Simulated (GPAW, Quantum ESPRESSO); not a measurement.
# BN (P6_3/mmc): the N K absorption edge, part 6 of 6

Do two independent programs agree on the N K edge of BN (P6_3/mmc)? The same cell and functional are run with XSpectra and with GPAW.

Quantum ESPRESSO 7.5 and GPAW 26.7.0; core-hole supercells, plane-wave PAW PBE.

So far. Step 15 (Spectrum with FCH, N atom 1 (GPAW)): Main maxima below 24 eV (height): 0.7 eV (0.84), 2.1 eV (0.68), 3.8 eV (0.72), 6.6 eV (2.20) and 14.6 eV (1.27). A K edge sees empty p states; at this planar three-fold site the curve for the electric vector normal to the plane peaks at 0.7 eV, where it is mainly π* that absorbs: that direction carries over 70 % of the weight there.

The database entry behind the starting cell differs from later determinations by our own check (about 0.3 % short, minor phase), so it need not match the best structure at ambient conditions.

## 16. Excitation energy, N atom 1 (GPAW)

Level of this step: plane-wave PAW DFT, PBE, self-consistent field (GPAW).

With the excited electron kept in the cell the system stays neutral, and the energy difference is an excitation energy by itself. In a small cell that electron takes up a good share of the lowest empty band, or all of one, which shifts the value from the true onset.

Changed against the first core-hole run: core hole to XCH, with the smearing that suits a partly filled band.

The input, scf.py:

```python
import numpy as np
from ase import Atoms
from ase.parallel import parprint, paropen
from gpaw import GPAW, PW, FermiDirac, Mixer, MixerDif, setup_paths
from gpaw.test import gen
setup_paths.insert(0, '.')
gen('N', name='fch1s', xcname='PBE', corehole=(1, 0, 1), write_xml=True)
from gpaw.mpi import world
world.barrier()

atoms = Atoms('N14B14',
    cell=[[6.2456, 2.1635393, 0],
     [-4.99648, 4.32707861, 0],
     [0, 0, 6.6357]],
    scaled_positions=[[0.23809524, 0.04761905, 0.25],
     [0.38095238, 0.47619048, 0.25],
     [0.52380952, 0.9047619, 0.25],
     [0.66666667, 0.33333333, 0.25],
     [0.80952381, 0.76190476, 0.25],
     [0.95238095, 0.19047619, 0.25],
     [0.0952381, 0.61904762, 0.25],
     [0.19047619, 0.23809524, 0.75],
     [0.33333333, 0.66666667, 0.75],
     [0.47619048, 0.0952381, 0.75],
     [0.61904762, 0.52380952, 0.75],
     [0.76190476, 0.95238095, 0.75],
     [0.9047619, 0.38095238, 0.75],
     [0.04761905, 0.80952381, 0.75],
     [0.23809524, 0.04761905, 0.75],
     [0.38095238, 0.47619048, 0.75],
     [0.52380952, 0.9047619, 0.75],
     [0.66666667, 0.33333333, 0.75],
     [0.80952381, 0.76190476, 0.75],
     [0.95238095, 0.19047619, 0.75],
     [0.0952381, 0.61904762, 0.75],
     [0.19047619, 0.23809524, 0.25],
     [0.33333333, 0.66666667, 0.25],
     [0.47619048, 0.0952381, 0.25],
     [0.61904762, 0.52380952, 0.25],
     [0.76190476, 0.95238095, 0.25],
     [0.9047619, 0.38095238, 0.25],
     [0.04761905, 0.80952381, 0.25]],
    pbc=True)
atoms.calc = calc = GPAW(legacy_gpaw=True, mode=PW(500, force_complex_dtype=True), xc='PBE', setups={0: 'fch1s'},
    kpts={'size': (3, 3, 3), 'gamma': True}, occupations=FermiDirac(0.04),
    charge=-1, mixer=Mixer(0.1, 5, 50), maxiter=150,
    convergence={'density': 0.0001, 'eigenstates': 1e-6}, txt='scf.txt')
energy = atoms.get_potential_energy() + calc.get_reference_energy()
ef = calc.get_fermi_level()
out = dict(energy=energy, fermi=ef, forces=atoms.get_forces().tolist())
parprint(f'all-electron energy {energy:.4f} eV, Fermi level {ef:.4f} eV')
ev = np.array([[calc.get_eigenvalues(k, s) for k in range(len(calc.get_ibz_k_points()))] for s in range(calc.get_number_of_spins())])
out['homo'], out['lumo'], out['counts'] = ev[ev < ef].max(), ev[ev > ef].min(), sorted(set((ev < ef).sum((0, 2)).tolist()))
out['filled'] = (ev[:, 0] < ef).sum(1).tolist()
import json
with paropen('out.json', 'w') as f:
    json.dump(out, f)
```

On the command line:

```
> OMP_NUM_THREADS=1 mpirun -n 4 gpaw python scf.py
```

Numbers of over 12 decimals in the logs are rounded to 6 here.

Log:

```text
Input parameters:
  charge: -1
  convergence: {density: 0.0001,
                eigenstates: 1e-06}
  kpts: {gamma: True,
         size: (3, 3, 3)}
  maxiter: 150
  mixer: {backend: pulay,
          beta: 0.1,
          method: separate,
          nmaxold: 5,
          weight: 50}
  mode: {ecut: 500.0,
         force_complex_dtype: True,
         name: pw}
  occupations: {fixmagmom: False,
[...]
--------------------------------
2s(2) :    -1.344151     1.101188
*s    :    -0.344151
2p(3) :    -0.921356     0.903322
*p    :     0.078644
*d    :     0.000000
--------------------------------

Diagonalizing with gridspacing h=0.050

state   all-electron     PAW
-------------------------------
2s:      -1.344151    -1.345632
2p:      -0.921356    -0.925433
*d:                   -0.065555
*f:                   -0.013847
-------------------------------
all-electron energy -29946.6973 eV, Fermi level 8.5485 eV
[key lines of the parts left out:]
Converged after 16 iterations.
Dipole moment: (0.143087, -0.550947, -0.294825) |e|*Ang
Free energy:   -250.024458
Fermi level: 8.54845
```

Wall time 76 s (4 MPI ranks of Arm Neoverse V1, shared host); peak memory 0.39 GiB; 5 min of CPU time.

The total-energy difference is 408.20 eV. With the free-atom term of -7.82 eV for this edge, the photon energy is 400.38 eV.

## 17. The two programs side by side

The line shapes differ (Lorentzian half width 0.4 eV up to 4 eV, rising linearly to 1.75 eV at 25 eV (not a setting of the program: the run's 0.4 eV curve was folded afterwards with a further Lorentzian above 4 eV), against Gaussian full width 0.9 eV up to 4 eV, rising linearly to 3.5 eV at 25 eV), so both get a further Gaussian of 1.5 eV full width before they are compared; the Lorentzian tails remain.

| E (eV) | XSpectra | GPAW |
| --- | --- | --- |
| -2.00 | 0.09 | 0.00 |
| -1.25 | 0.16 | 0.05 |
| -0.50 | 0.35 | 0.25 |
| 0.25 | 0.60 | 0.56 |
| 1.00 | 0.72 | 0.70 |
| 1.75 | 0.71 | 0.65 |
| 2.50 | 0.70 | 0.58 |
| 3.25 | 0.76 | 0.60 |
| 4.00 | 0.89 | 0.70 |
| 4.75 | 1.15 | 0.95 |
| 5.50 | 1.53 | 1.44 |
| 6.25 | 1.84 | 1.90 |
| 7.00 | 1.90 | 2.04 |
| 7.75 | 1.73 | 1.88 |
| 8.50 | 1.44 | 1.52 |
| 9.25 | 1.14 | 1.10 |
| 10.00 | 0.97 | 0.86 |
| 10.75 | 0.93 | 0.82 |
| 11.50 | 0.93 | 0.86 |
| 12.25 | 0.95 | 0.93 |
| 13.00 | 1.00 | 1.04 |
| 13.75 | 1.05 | 1.16 |
| 14.50 | 1.06 | 1.22 |
| 15.25 | 0.99 | 1.16 |
| 16.00 | 0.86 | 0.99 |
| 16.75 | 0.72 | 0.80 |
| 17.50 | 0.63 | 0.65 |
| 18.25 | 0.56 | 0.56 |
| 19.00 | 0.50 | 0.49 |
| 19.75 | 0.44 | 0.42 |
| 20.50 | 0.39 | 0.37 |
| 21.25 | 0.37 | 0.35 |
| 22.00 | 0.36 | 0.35 |
| 22.75 | 0.35 | 0.35 |
| 23.50 | 0.35 | 0.35 |
| 24.25 | 0.35 | 0.36 |
| 25.00 | 0.35 | 0.38 |
| 25.75 | 0.36 | 0.40 |
| 26.50 | 0.37 | 0.41 |

|  | XSpectra | GPAW |
| --- | --- | --- |
| k mesh of the spectrum | 4×4×4 | 4×4×4 |
| cutoff (eV) | 626 | 500 |
| highest intensity below 16 eV after the common broadening, eV (height) | 6.8 (1.91) | 6.9 (2.04) |
| zero, corrected photon energy (eV) | 399.4 | 400.1 |
| core time, hole field and spectrum | 17 min | 26 min |

## 18. What the core hole does

XSpectra's curves. Both curves are counted from their own zero, so only the shift of weight within the empty states shows.

| E (eV) | no hole | FCH |
| --- | --- | --- |
| -2.0 | 0.03 | 0.06 |
| -1.0 | 0.05 | 0.12 |
| 0.0 | 0.12 | 0.57 |
| 1.0 | 0.40 | 0.73 |
| 2.0 | 0.55 | 0.71 |
| 3.0 | 0.76 | 0.61 |
| 4.0 | 0.79 | 0.75 |
| 5.0 | 0.76 | 1.11 |
| 6.0 | 0.60 | 1.81 |
| 7.0 | 0.80 | 1.98 |
| 8.0 | 1.26 | 1.83 |
| 9.0 | 1.40 | 1.17 |
| 10.0 | 0.87 | 0.75 |
| 11.0 | 0.91 | 1.06 |
| 12.0 | 0.68 | 0.84 |
| 13.0 | 0.94 | 1.08 |
| 14.0 | 1.08 | 1.24 |
| 15.0 | 1.27 | 1.31 |
| 16.0 | 2.05 | 0.87 |
| 17.0 | 1.84 | 0.60 |
| 18.0 | 1.33 | 0.61 |
| 19.0 | 1.03 | 0.51 |
| 20.0 | 0.58 | 0.34 |
| 21.0 | 0.48 | 0.30 |
| 22.0 | 0.49 | 0.37 |
| 23.0 | 0.57 | 0.38 |
| 24.0 | 0.49 | 0.24 |
| 25.0 | 0.54 | 0.42 |
| 26.0 | 0.59 | 0.40 |
| 27.0 | 0.49 | 0.36 |
| 28.0 | 0.46 | 0.38 |
| 29.0 | 0.51 | 0.43 |
| 30.0 | 0.41 | 0.33 |
| 31.0 | 0.52 | 0.34 |
| 32.0 | 0.41 | 0.32 |

With each curve scaled to its own mean, the area from −2 to 6 eV with the hole is 5.4 against 3.7, and the centre of weight from −1 to 20 eV moves by -2.3 eV: the hole pulls the absorber's empty states down.

## 19. What came out

| Item | Value |
| --- | --- |
| absorber and edge | N K, atom 1 of the ground-state input (counted from 1) |
| surroundings | 3 B at 1.44 Å (trigonal planar, site symmetry -6m2) |
| highest intensity below 16 eV (XSpectra, narrow line) | 6.5 eV above the zero, height 2.18 |
| photon energy of the zero, with the added terms | 399.4 eV (raw 407.2 eV; uncertain by a few eV) |

**Reading.** The two programs agree closely: 9 % r.m.s. remains over the first 14 eV after a relative shift of 0.2 eV, and their photon-energy zeros differ by 0.7 eV. In XSpectra the N K edge of atom 1, with 3 B at 1.44 Å (trigonal planar, site symmetry -6m2), has its highest intensity of the first 16 eV at 6.5 eV above the zero, near 406 eV in photon energy (uncertain by a few eV), 2.2 times the mean level of the first 20 eV (Lorentzian half width 0.4 eV). In XSpectra: With each curve scaled to its own mean, the area from −2 to 6 eV with the hole is 5.4 against 3.7, and the centre of weight from −1 to 20 eV moves by -2.3 eV: the hole pulls the absorber's empty states down. In GPAW: With each curve scaled to its own mean, the area from −2 to 6 eV with the hole is 4.9 against 3.6, and the centre of weight from −1 to 20 eV moves by -2.2 eV: the hole pulls the absorber's empty states down. In XSpectra the neutral-cell energy lies +0.2 eV from the charged-cell zero, a gap made of the charged-cell error and of where the added electron settles. In GPAW the neutral-cell energy lies +0.3 eV from the charged-cell zero, a gap made of the charged-cell error and of where the added electron settles. In XSpectra, at the N K edge of atom 1 polarisation matters most near 6.5 eV, where the curves differ by 2.8 on this scale. The structure is a published determination, not relaxed.

[Banner, clock and machine lines of the logs are left out without a mark of their own.]

[Logs are printed without paths, hosts, clocks, repeated set-up lines and the standing remarks that a program may print on its own settings, such as how far it seeks lower states.]

[Hosts, paths, dates, database ids (printed as entryN), source tags and the programs' standing remarks are cut or masked in the printed files.]

[Lists of maxima count a maximum above −3 eV only where it reaches 4 % of the highest in the window and stands out from its surroundings by 2 % of it (1.5 % where it reaches 55 %); shoulders and weaker maxima are passed over, and of the rest the first, up to two pre-edge ones and the few strongest are named.]
